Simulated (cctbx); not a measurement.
# SrCeNi: precision against data quality

Space group P-62m (no. 189), a = 8.2930 Å, b = 8.2930 Å, c = 4.5060 Å, α = 90.00°, β = 90.00°, γ = 120.00°.

| atom | mult. | x | y | z | Ueq (Å²) |
| --- | --- | --- | --- | --- | --- |
| Ce1 | 3 | 0 | 0.5769 | 1/2 | 0.0030 |
| Sr1 | 3 | 0 | 0.2295 | 0 | 0.0035 |
| Ni1 | 2 | 2/3 | 1/3 | 0 | 0.0055 |
| Ni2 | 1 | 0 | 0 | 1/2 | 0.0051 |

This is a model crystal, built by substitution and not relaxed, with assumed displacement parameters.

Five simulated data sets (cctbx; Ag Kα, λ = 0.56087 Å; 6 % proportional error) differ in resolution or exposure (noise floor 2 counts in the first three, 8 in the last two). Each is refined with the right model, isotropic at 1.1 Å and anisotropic otherwise. How do the figures of merit and the uncertainties move?

| d min (Å) | top counts | ⟨I/σ⟩ (unmerged, absences included) | unique | param. (scale apart) | Rint | R1 | GooF | largest s.u. xyz (fractional) | s.u. U of Ni1 (Å²) | largest error (Å) |
| --- | --- | --- | --- | --- | --- | --- | --- | --- | --- | --- |
| 1.1 | 20000 | 13.4 | 93 | 6 | 0.048 | 0.0141 | 0.84 | 0.00016 | 0.0006 | 0.0013 |
| 0.84 | 20000 | 13.1 | 201 | 12 | 0.045 | 0.0137 | 0.89 | 0.00010 | 0.0005 | 0.0020 |
| 0.6 | 20000 | 13.5 | 516 | 12 | 0.045 | 0.0141 | 0.96 | 0.00004 | 0.0001 | 0.0001 |
| 0.75 | 300 | 1.7 | 275 | 12 | 0.335 | 0.0847 | 0.94 | 0.00099 | 0.0040 | 0.0028 |
| 0.75 | 3000 | 7.1 | 275 | 12 | 0.074 | 0.0264 | 0.94 | 0.00020 | 0.0009 | 0.0007 |

The number of reflections grows roughly as 1/d³: 93, 201 and 516 here. R1 follows the noise rather than the truth: at 300 counts it is 0.0847, at 3000 counts 0.0264, while GooF is 0.94 and 0.94: the weights 1/σ² carry the noise. The s.u. of U (U11 where anisotropic) for Ni1 goes 0.0006, 0.0005, 0.0001 Å² with resolution and 0.0040, 0.0009 Å² with exposure.

Hardware for the 0.6 Å refinement: 0.32 s on 1 thread of Arm Neoverse V2, with other jobs on the host, peak memory 0.09 GiB.
